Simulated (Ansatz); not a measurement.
## A low-energy model for NaWO3 (cubic perovskite) (Pm-3m): bands, U and J

Wanted: the parameters of a Hubbard-Kanamori model for NaWO3 (cubic perovskite) (Pm-3m).

Method: non-magnetic LDA, then constrained RPA, plane waves, PAW, in Ansatz 0.2.0.

The structure was built from a prototype and need not be the compound's stable phase.

### 1. The starting structure

It takes space group Pm-3m (No. 221, cubic). The conventional cell has a = 3.846 Å, b = 3.846 Å, c = 3.846 Å, α = 90.00°, β = 90.00°, γ = 90.00°. Nearest to Na lie 12 O at 2.72 Å. Nearest to W lie 6 O at 1.92 Å. Nearest to O lie 2 W at 1.92 Å and 4 Na at 2.72 Å. Farther neighbours and most contacts between anions are not listed.

The structure was relaxed with LDA. The structure type comes from a generator and need not be one that this composition takes. The structure was generated from a model, not taken from a measurement. The runs that relaxed it are not among those shown. The program's search for lower electronic states was switched off, so nothing shows that the state found is the lowest. Spin-orbit coupling is left out unless a step names it. The default PAW set here is soft_2. Its files were made with PBE.

### 2. LDA bands and orbital weights

This step: DFT, LDA, plane waves, PAW.

Contents of input.yaml:

```yaml
crystal:
  lattice:
    - [0.0, -3.84568821, 0.0]
    - [0.0, 0.0, 3.84568821]
    - [-3.84568821, 0.0, 0.0]
  atoms:
    - { symbol: Na, position: [0.0, 0.0, 0.0] }
    - { symbol: W, position: [0.5, 0.5, 0.5] }
    - { symbol: O, position: [0.5, 0.5, 0.0] }
    - { symbol: O, position: [0.5, 0.0, 0.5] }
    - { symbol: O, position: [0.0, 0.5, 0.5] }
kpoints:
  mp_grid: { grid: [6, 6, 6] }
  band_path:
    path:
      - [[0.0, 0.0, 0.0], [0.0, 0.5, 0.0], [0.5, 0.5, 0.0], [0.0, 0.0, 0.0], [0.5, 0.5, 0.5], [0.0, 0.5, 0.0]]
      - [[0.5, 0.5, 0.5], [0.5, 0.5, 0.0]]
    npoints: 10
hamiltonian:
  xc: lda
scf:
  occupations: { method: gaussian, width: 0.08 }
  n_extra_bands: 19
  max_iter: 150
  lower_state_search: "off"
output:
  eigenvalues: true
  forces: true
  stress: true
  fatbands: true
  write_density: true
  write_potential: true
  elf: true
  volumetric_format: npy
```

Command:

```sh
> ansatz run input.yaml --threads 4 --pin off --max-ram 9216MiB --backend cpu --events-out ev --progress --plain --runs-dir out
```

Numbers of over 12 decimals in the logs are rounded to 6 here.

What it wrote:

```text
scf.n_extra_bands = 19 over 21 filled bands (N_el = 41.0): the run solves 40 bands
Engine: ansatz 0.2.0, x86_64-unknown-linux-gnu
Pseudopotentials: kind: paw
Pseudopotential: Na, paw, valence charge 9, recommended cutoff 420 eV (normal), Na.paw.azcp
Pseudopotential: W, paw, valence charge 14, recommended cutoff 420 eV (normal), W.paw.azcp
Pseudopotential: O, paw, valence charge 6, recommended cutoff 420 eV (normal), O.paw.azcp
Functional definition: SPW92
  exchange = slater_x
  correlation = pw_c
Crystal: 5 atoms, lattice volume = 56.875 Å³
Basis set: ecut = 420 eV, 1141 PW (Γ)
Bands: 40, of which v1, the nominal top of the filled ones, is band 21 counted from 1 (20 counted from 0)
Symmetry: 48 space group operations
Space group: Pm-3m (ITA 221), of the structure as read, at distance tolerance 3.8e-5 Å
k-points: 20 of 216
Non-local potential: Na, projectors of the file, l = 0: 3, l = 1: 2, l = 2: 1
Non-local potential: W, projectors of the file, l = 0: 3, l = 1: 2, l = 2: 2, l = 3: 1
Non-local potential: O, projectors of the file, l = 0: 2, l = 1: 2, l = 2: 1
PAW form: soft (Blöchl's): semilocal exchange-correlation on the pseudo side does not see the compensation charge
PAW frozen core: Na, regenerated for the run's functional, and the local potential with it (the file was generated under x = pbe(κ = 0.804, μ = 0.219515), c = pbe(β = 0.066725))
PAW frozen core: W, regenerated for the run's functional, and the local potential with it (the file was generated under x = pbe(κ = 0.804, μ = 0.219515), c = pbe(β = 0.066725))
PAW frozen core: O, regenerated for the run's functional, and the local potential with it (the file was generated under x = pbe(κ = 0.804, μ = 0.219515), c = pbe(β = 0.066725))
PAW one-centre angular grid: Na, 110 points (default); XC on 64 Gauss nodes
PAW one-centre angular grid: W, 590 points (default); XC on 64 Gauss nodes
PAW one-centre angular grid: O, 110 points (default); XC on 64 Gauss nodes
Initial density: superposition of atomic densities (neutral atoms: chi_scale 0, normalization atom), corrected by the library's trained network
Initial wavefunctions: pseudopotential atomic-orbital guess
Functional: x = slater, c = lda
SCF iter   1: F=—  HF=-13265.749593 eV  |F-HF|=—  |Δ(HF+E_count)|=         —  Δρ=1.86e-2  dr2=1.76e-1  ethr=1.77e-3  ⟨swp⟩=5.5  Hψ=3734  notcnv=0  defer=101
preconditioner: auto → LDOS  [insulator: Δε(μ)=0.183 eV  Ē_g=23.555 eV  σ=0.080 eV  W_gap=0.62  n_scr=18 (ndim 8)  ℏωp=27.4 eV  f_vac=0.037  D(μ)=2.14/eV (n_scr^D=18)  ε∞_Penn≈2.4  β→1.0]
SCF iter   2: F=—  HF=-13265.715949 eV  |F-HF|=—  |Δ(HF+E_count)|=   3.36e-2  Δρ=1.07e-2  dr2=3.24e-2  ethr=4.29e-4  ⟨swp⟩=2.0  Hψ=1400  notcnv=0  defer=257
SCF iter   3: F=—  HF=-13265.703412 eV  |F-HF|=—  |Δ(HF+E_count)|=   1.25e-2  Δρ=1.95e-3  dr2=2.14e-3  ethr=7.90e-5  ⟨swp⟩=2.0  Hψ=1059  notcnv=0  defer=257
SCF iter   4: F=—  HF=-13265.702886 eV  |F-HF|=—  |Δ(HF+E_count)|=   5.26e-4  Δρ=4.45e-4  dr2=1.23e-4  ethr=5.22e-6  ⟨swp⟩=2.4  Hψ=867  notcnv=0  defer=257
SCF iter   5: F=—  HF=-13265.702857 eV  |F-HF|=—  |Δ(HF+E_count)|=   2.88e-5  Δρ=1.61e-4  dr2=7.96e-6  ethr=3.01e-7  ⟨swp⟩=2.0  Hψ=879  notcnv=0  defer=257
SCF iter   6: F=—  HF=-13265.702854 eV  |F-HF|=—  |Δ(HF+E_count)|=   3.32e-6  Δρ=1.41e-5  dr2=4.13e-8  ethr=2.44e-10  ⟨swp⟩=12.8  Hψ=6175  notcnv=0
SCF iter   7: F=-13265.702854 eV  HF=-13265.702854 eV  |F-HF|=2.15e-10  |Δ(HF+E_count)|=   4.09e-8  Δρ=1.90e-6  dr2=1.46e-9  ethr=1.01e-10  ⟨swp⟩=5.4  Hψ=3062  notcnv=0
SCF 1 converged in 7 iterations: F = -13265.702854 eV  dr2 = 1.46e-9
  greatest PAW one-centre occupation: 1.000 electrons in one spin orbital (limit 2), on the W atom at site 1 (counted from 0), in its partial waves of l = 0
NSCF: frozen V_eff on 62 k-points
SCF converged after 7 iterations
Free energy (F): -13265.702854 eV
Harris-Foulkes:  -13265.702854 eV  (|F-HF|=2.15e-10)
Internal energy: -13265.695968 eV  (E = F + TS)
E sigma→0 (E₀):  -13265.699411 eV
Entropy (-TS):   -0.006886 eV (-1.377 meV/atom)
Fermi energy:    11.186897 eV
--- Per-component energies (eV) ---
  E_band       = -411.400941
  E_kinetic    = 1096.691362
  E_local      = -3099.370612  (includes V_loc(G=0)·N_el)
  E_nonlocal   = 270.846627
  E_hartree    = 1084.627796
  E_xc         = -520.584323
  E_vxc        = -568.042225  (∫ρ·V_xc dr)
  E_paw        = -8995.753851  (= ΣΔE_a)
  E_vpaw       = -280.788606  (= ΣTr[D̂ρ^β])
  E_aug_tail   = 0.007358  (compensation charges beyond the density's cutoff)
  E_ewald      = -3102.875133
  E_core_change = 0.714807  (= ΣΔE_core)
  E_smearing   = -0.006886  (= −TS)
  E_closure    = -0.000000  (closes the sum)
  Σ components = -13265.702854   (vs F -13265.702854, Δ=0.00e0)
--- Forces (eV/Å), atoms counted from 1 ---
  atom   1  Na     0.00000000    -0.00000000     0.00000000
  atom   2  W     -0.00000000     0.00000000     0.00000000
  atom   3  O     -0.00000000    -0.00000000    -0.00000000
  atom   4  O     -0.00000000    -0.00000000    -0.00000000
  atom   5  O     -0.00000000     0.00000000     0.00000000
  max |Σ_I F_I| component: 7.82e-29 eV/Å
--- Stress (GPa, compression-positive) ---
        0.009105       0.000000       0.000000
       -0.000000       0.009105       0.000000
        0.000000       0.000000       0.009105
  P = ⅓ Tr σ = 0.0091 GPa (0.091 kbar)
--- Band table (eV; the first three rows and the last of 20) ---
  k-point 0: bands = [... 17 lower, 7.4206, 7.4206, 7.4206, 9.6596, 9.6596, 9.6596, 13.3136, 14.7379, ... 15 higher]
  k-point 1: bands = [... 17 lower, 6.9620, 7.3380, 7.3380, 9.6823, 10.6554, 10.6554, 13.8247, 14.7420, ... 15 higher]
  k-point 2: bands = [... 17 lower, 6.7504, 7.3269, 7.3269, 9.7283, 12.2026, 12.2026, 14.7501, 15.0076, ... 15 higher]
  k-point 19: bands = [... 17 lower, 8.2805, 8.2805, 8.2805, 14.3581, 14.3581, 14.3581, 15.8113, 20.3397, ... 15 higher]
```

Run time: 0.96 s. Hardware: 4 threads of AMD EPYC 9R45, shared host; peak memory 0.41 GiB.

Reading the cycles: dr2 is the Hartree energy of the density residual (eV), the measure of convergence; HF is the Harris–Foulkes estimate of the energy, which meets the free energy F at convergence.

Numbers from this step:

* pressure: 0.009105 GPa

The electronic bands at the labelled points (eV, zero at the Fermi level):

```csv
point,band 17,band 18,band 19,band 20,band 21,band 22,band 23,band 24
Γ,-4.11,-3.77,-3.77,-3.77,-1.53,-1.53,-1.53,2.13
halfway,-5.03,-4.33,-3.86,-3.86,-1.48,0.27,0.27,3.18
X,-5.46,-4.54,-3.86,-3.86,-1.44,1.75,1.75,3.57
halfway,-5.10,-4.68,-4.58,-3.53,0.32,1.77,2.24,4.53
M,-4.99,-4.99,-4.78,-2.93,1.78,1.78,3.13,4.82
halfway,-4.75,-4.73,-4.47,-3.69,0.21,0.38,1.07,3.98
Γ,-4.11,-3.77,-3.77,-3.77,-1.53,-1.53,-1.53,2.13
halfway,-6.65,-3.88,-3.88,-3.55,0.87,1.22,1.22,4.84
R,-8.21,-2.91,-2.91,-2.91,3.17,3.17,3.17,4.62
halfway,-6.67,-3.77,-3.77,-3.40,1.14,2.16,2.37,5.69
X,-5.46,-4.54,-3.86,-3.86,-1.44,1.75,1.75,3.57
jump to R,-8.21,-2.91,-2.91,-2.91,3.17,3.17,3.17,4.62
halfway,-7.18,-3.57,-3.57,-2.92,2.29,2.29,3.15,5.44
M,-4.99,-4.99,-4.78,-2.93,1.78,1.78,3.13,4.82
```

Of the projections kept (W 5d, O 2p), the largest for each band there; the rest of the weight can lie on other orbitals:

```csv
point,band 17,band 18,band 19,band 20,band 21,band 22,band 23,band 24
Γ,O 2p 0.99,O 2p 0.98,O 2p 0.98,O 2p 0.98,W 5d 1.00,W 5d 1.00,W 5d 1.00,-
X,O 2p 0.95,O 2p 0.98,O 2p 0.98,O 2p 0.98,W 5d 1.00,W 5d 0.63,W 5d 0.63,W 5d 0.71
M,O 2p 0.97,O 2p 0.97,O 2p 0.95,O 2p 1.00,W 5d 0.64,W 5d 0.64,W 5d 0.59,W 5d 0.62
Γ,O 2p 0.99,O 2p 0.98,O 2p 0.98,O 2p 0.98,W 5d 1.00,W 5d 1.00,W 5d 1.00,-
R,O 2p 0.62,O 2p 1.00,O 2p 1.00,O 2p 1.00,W 5d 0.57,W 5d 0.57,W 5d 0.57,-
X,O 2p 0.95,O 2p 0.98,O 2p 0.98,O 2p 0.98,W 5d 1.00,W 5d 0.63,W 5d 0.63,W 5d 0.71
```

ELF in the ac plane at fractional y = 0.500, with atoms of W and O within 0.2 Å of it. It is the smooth field of the valence electrons, not physical close to the nuclei.

Ten even steps from '_' (0.01) to '@' (0.80), each cell a mean:
```
____..==%%@@%%**%%@@%%--____
______::**@@@@@@@@%%++::____
==--....--++++**++==::..::--
%%##==::..::------::..::++%%
@@@@##--::**######++::==%%@@
##@@@@====%%**++####--++@@%%
--##@@====%%--__++##--**@@**
**%%@@====%%++--**##--++@@%%
@@@@%%----##%%%%%%**::++@@@@
@@%%++::..--======::..--**%%
++==::..::--======--::..::==
....__::++%%@@@@@@##==..__..
____..==%%@@%%##@@@@##--____
____..++@@@@**--##@@%%==____
```
Columns run along a (3.8 Å), rows up along c (3.8 Å). Atoms in or near the plane, at fractional coordinates: W at (0.50, 0.50), O at (0.50, 0.00), O at (0.00, 0.50).

Valence density in the ac plane at fractional y = 0.500, with atoms of W and O within 0.2 Å of it. It is the smooth field of the valence electrons, not physical close to the nuclei.

Values in e/Å³, 14 rows by 14 columns, each cell a mean:
```
0.0 0.0 0.1 0.2 0.7 2.4 5.0 6.1 4.4 1.6 0.5 0.2 0.1 0.0
0.1 0.1 0.1 0.2 0.5 1.3 2.6 3.2 2.3 1.0 0.4 0.1 0.1 0.1
0.2 0.2 0.1 0.2 0.3 0.7 1.1 1.3 1.0 0.5 0.3 0.2 0.1 0.2
0.6 0.5 0.3 0.3 0.4 0.8 1.2 1.5 1.1 0.6 0.3 0.3 0.4 0.5
2.0 1.5 0.8 0.5 0.8 1.9 3.2 3.6 2.9 1.5 0.6 0.5 1.0 1.6
5.3 3.9 1.7 0.9 1.5 3.7 5.1 5.1 4.9 2.9 1.1 1.0 2.3 4.4
7.2 5.5 2.3 1.1 1.9 4.4 4.9 4.1 5.1 3.6 1.5 1.3 3.2 6.1
6.0 4.4 1.9 0.9 1.6 4.0 5.1 4.9 5.1 3.2 1.2 1.1 2.6 5.0
3.0 2.1 1.0 0.6 1.0 2.6 4.0 4.4 3.7 1.9 0.8 0.7 1.3 2.4
0.8 0.7 0.4 0.3 0.4 1.0 1.6 1.9 1.5 0.8 0.4 0.3 0.5 0.7
0.2 0.2 0.2 0.2 0.3 0.6 0.9 1.1 0.9 0.5 0.3 0.2 0.2 0.2
0.1 0.1 0.1 0.2 0.4 1.0 1.9 2.3 1.7 0.8 0.3 0.1 0.1 0.1
0.0 0.0 0.1 0.2 0.7 2.1 4.4 5.5 3.9 1.5 0.5 0.2 0.1 0.0
0.0 0.0 0.1 0.2 0.8 3.0 6.0 7.2 5.3 2.0 0.6 0.2 0.1 0.0
```
Columns run along a (3.8 Å), rows up along c (3.8 Å). Atoms in or near the plane, at fractional coordinates: W at (0.50, 0.50), O at (0.50, 0.00), O at (0.00, 0.50).

### 3. Constrained RPA: W t2g, bands v1 to c2, 4×4×4 mesh, medium accuracy

Constrained RPA screens the interaction with every transition except those inside the target bands, which a later many-body model would treat itself.

This step: constrained RPA on LDA, plane waves, PAW.

input.yaml, the sections that differ from step 2:

```yaml
kpoints:
  mp_grid: { grid: [6, 6, 6] }
output:
  crpa:
    kmesh: [4, 4, 4]
    target_bands: [v1, c2]
    projections: [{ species: W, l: d, shell: 5, orbitals: [dxz, dyz, dxy] }]
  local_orbitals:
    kmesh: [8, 8, 8]
    orbitals: [{ species: W, l: d, shell: 5, orbitals: [dxz, dyz, dxy] }]
    window: { bands: [v1, c2] }
    seedname: lo
# crystal, hamiltonian, scf: as in step 2
```

What it wrote:

```text
[...]
Crystal: 5 atoms, lattice volume = 56.875 Å³
Basis set: ecut = 420 eV, 1141 PW (Γ)
Bands: 40, of which v1, the nominal top of the filled ones, is band 21 counted from 1 (20 counted from 0)
Symmetry: 48 space group operations
[...]
k-points: 20 of 216
[...]
SCF iter   1: F=—  HF=-13265.749595 eV  |F-HF|=—  |Δ(HF+E_count)|=         —  Δρ=1.86e-2  dr2=1.76e-1  ethr=1.77e-3  ⟨swp⟩=5.5  Hψ=3734  notcnv=0  defer=101
[...]
SCF iter   6: F=-13265.702854 eV  HF=-13265.702854 eV  |F-HF|=3.81e-8  |Δ(HF+E_count)|=   4.50e-6  Δρ=1.42e-5  dr2=4.15e-8  ethr=2.44e-10  ⟨swp⟩=7.2  Hψ=4106  notcnv=0
SCF 1 converged in 6 iterations: F = -13265.702854 eV  dr2 = 4.15e-8
[...]
NSCF: frozen V_eff on 38 k-points
[...]
cRPA screening: q 1/64
cRPA screening: q 2/64
cRPA screening: q 8/64 (q-point 3)
cRPA screening: q 11/64 (q-point 6)
cRPA screening: q 23/64 (q-point 7)
cRPA screening: q 35/64 (q-point 11)
cRPA screening: q 38/64 (q-point 22)
cRPA screening: q 46/64 (q-point 23)
cRPA screening: q 58/64 (q-point 27)
cRPA screening: q 64/64 (q-point 43)
SCF converged after 6 iterations
Free energy (F): -13265.702854 eV
[...]
Internal energy: -13265.695968 eV  (E = F + TS)
E sigma→0 (E₀):  -13265.699411 eV
Entropy (-TS):   -0.006886 eV (-1.377 meV/atom)
Fermi energy:    11.186831 eV
[...]
--- Band table (eV; the first three rows and the last of 20) ---
  k-point 0: bands = [... 17 lower, 7.4205, 7.4205, 7.4205, 9.6595, 9.6595, 9.6595, 13.3136, 14.7378, ... 15 higher]
  k-point 1: bands = [... 17 lower, 6.9620, 7.3379, 7.3379, 9.6822, 10.6553, 10.6553, 13.8247, 14.7420, ... 15 higher]
  k-point 2: bands = [... 17 lower, 6.7504, 7.3268, 7.3268, 9.7283, 12.2025, 12.2025, 14.7500, 15.0076, ... 15 higher]
  k-point 19: bands = [... 17 lower, 8.2805, 8.2805, 8.2805, 14.3580, 14.3580, 14.3580, 15.8113, 20.3396, ... 15 higher]
--- cRPA (band scheme, projected local orbitals): target bands 21..23 (1-based), 3 Wannier function(s), 4×4×4 mesh, 46 bands' worth read of 51 solved, ecut_chi 136.0 eV, v(q+G=0) probe_charge, pair densities all_electron ---
  bands read: the sum over 46 bands ends inside a degenerate multiplet in 11 slots, whose members it reads at an even weight; the widest, k=2: bands 46 to 47 (counted from 1) at 1/2 each
  χ-basis size per q: N_G = 196..216
  window electrons = 1.0000, filled by tetrahedron_uncorrected; constrained ε̄⁻¹(q = 0, 0) head = 0.221888; min gauge Gram eig = 0.5689
  Kanamori averages over each shell's own Wannier functions (sites counted from 0, functions from 1):
    Site 1, 5D, 3 of 5 d orbitals (Wannier functions 1, 2, 3; wannier90's mr 2, 3, 5):
      screened: U = 3.0920 eV, U' = 2.4796 eV, J = 0.2834 eV
      screened, to within: U = 3.0e-3 eV, U' = 3.0e-3 eV, J = 4.2e-4 eV
      bare: V = 11.1587 eV, V' = 10.2344 eV, J = 0.3900 eV
  Hermiticity witness max|P − P†| over intra, direct and exchange elements: 1.78e-15 eV (screened), 1.06e-19 eV (bare)
  Reality witness max|Im| over intra, direct and exchange elements: 4.71e-19 eV (screened), 2.14e-18 eV (bare)
```

Run time: 9.7 s. Hardware: 4 threads; peak memory 0.6 GiB; 35 s of CPU time.

Numbers from this step:

```yaml
u: 3.092 eV
u_prime_inter_orbital: 2.480 eV
j: 0.2834 eV
bare_v: 11.16 eV
bare_j: 0.3900 eV
stated_bound_on_u: 0.002989 eV
u_over_bare_v: 0.2771
electrons_in_the_window: 1.000
head_of_the_constrained_inverse_dielectric_matrix: 0.2219
least_eigenvalue_of_the_projection_s_overlap: 0.5689
target_functions: 3
bands_in_the_sums: 46
r_m_s_miss_of_the_model_bands: 0.001664 eV
width_of_the_target_bands: 4.699 eV
weight_of_the_projected_orbitals_in_the_window: 0.6968
```

On the W t2g shell, screening brings the on-site interaction from 11.2 eV down to U = 3.09 eV.

Kanamori averages over each shell's functions. Crpa shells, by row:

```csv
site,element,shell,orbitals,U (eV),U' (eV),J (eV),bare V (eV),bare V' (eV),bare J (eV),bound on U (eV)
2,W,5D,3,3.092,2.48,0.2834,11.16,10.23,0.39,0.002989
```

Density-density elements U_iijj, eV. U matrix, by row:

```csv
orbital,W2 dxz,W2 dyz,W2 dxy
W2 dxz,3.092,2.48,2.48
W2 dyz,2.48,3.092,2.48
W2 dxy,2.48,2.48,3.092
```

Exchange elements U_ijji, eV. J matrix, by row:

```csv
orbital,W2 dxz,W2 dyz,W2 dxy
W2 dxz,-,0.283,0.283
W2 dyz,0.283,-,0.283
W2 dxy,0.283,0.283,-
```

Projected local orbitals of the target window. The electronic bands at the labelled points (eV, zero at the Fermi level; # counts the bands kept):

```csv
point,#1,#2,#3
Γ,-1.53,-1.53,-1.53
halfway,-1.48,0.27,0.27
X,-1.44,1.75,1.75
halfway,0.32,1.77,2.24
M,1.78,1.78,3.13
halfway,0.21,0.38,1.07
Γ,-1.53,-1.53,-1.53
halfway,0.87,1.22,1.22
R,3.17,3.17,3.17
halfway,1.14,2.16,2.37
X,-1.44,1.75,1.75
jump to R,3.17,3.17,3.17
halfway,2.29,2.29,3.15
M,1.78,1.78,3.13
```

The same for Kohn-Sham, solved directly:

```csv
point,#1,#2,#3
Γ,-1.53,-1.53,-1.53
X,-1.44,1.75,1.75
M,1.78,1.78,3.13
Γ,-1.53,-1.53,-1.53
R,3.17,3.17,3.17
X,-1.44,1.75,1.75
R,3.17,3.17,3.17
M,1.78,1.78,3.13
```

The first set of electronic bands as a text plot (rows in eV):

```
    3.1 |              **                    *****        *******
    2.9 |             *                     *    **
    2.7 |            *   *                  *    ***       *
    2.5 |           *                              *        *
    2.3 |                 *                *      * *        *
    2.1 |          *                       *        **
    1.9 |         *                      **          ***      ***
    1.7 |      **********  **                      *   ***
    1.5 |             *  *               **
    1.3 |                 *             *
    1.1 |     *      *    *  *                      *
    0.9 |                  **           *
    0.7 |    *      *      **
    0.5 |                     *        *             *
    0.3 |   *                *         *
    0.1 |                    *
   -0.1 |          *          *      **               *
   -0.3 |                     **     **
   -0.5 |
   -0.6 |  *      *            *                       *
   -0.8 |                       *   *
   -1.0 | *                     *
   -1.2 |        *              ** *                    *
   -1.4 |********                ***                     *
         Γ      X      M          Γ            R        X|R     M
```

Onsite levels, by row:

```csv
orbital,level less Fermi level (eV)
W2 dxz,1.241
W2 dyz,1.241
W2 dxy,1.241
```

Largest distinct elements between sites. Hoppings, by row:

```csv
from,to,cell,distance (Å),t (eV)
W2 dxz,W2 dxz,0 -1 0,3.846,-0.5301
W2 dyz,W2 dyz,1 -1 0,5.439,-0.112
W2 dxy,W2 dyz,0 1 -1,5.439,0.0275
W2 dyz,W2 dyz,0 -2 0,7.691,0.0258
W2 dyz,W2 dyz,-1 2 0,8.599,-0.0191
W2 dxz,W2 dxz,1 0 0,3.846,-0.0134
W2 dxy,W2 dxy,2 0 -2,10.88,-0.0097
W2 dxy,W2 dxy,-3 0 0,11.54,-0.0033
W2 dxy,W2 dxy,-3 0 -2,13.87,-0.0026
W2 dyz,W2 dyz,3 3 0,16.32,-0.0015
W2 dxy,W2 dxy,1 0 -3,12.16,-0.0015
W2 dyz,W2 dxy,-2 -1 1,9.42,-0.0014
```

[end of part 1 of 2]

[Paths, hosts, dates, memory and timing lines, banners, echoed tables and standing remarks are left out of the program output.]

[Logs are printed without paths, hosts, clocks, repeated set-up lines and the standing remarks that a program may print on its own settings, such as how far it seeks lower states.]

[Runs of the session that timed out or met a known fault of the program may be left out.]

[Hosts, paths, dates, database ids (printed as entryN), source tags and the programs' standing remarks are cut or masked in the printed files.]
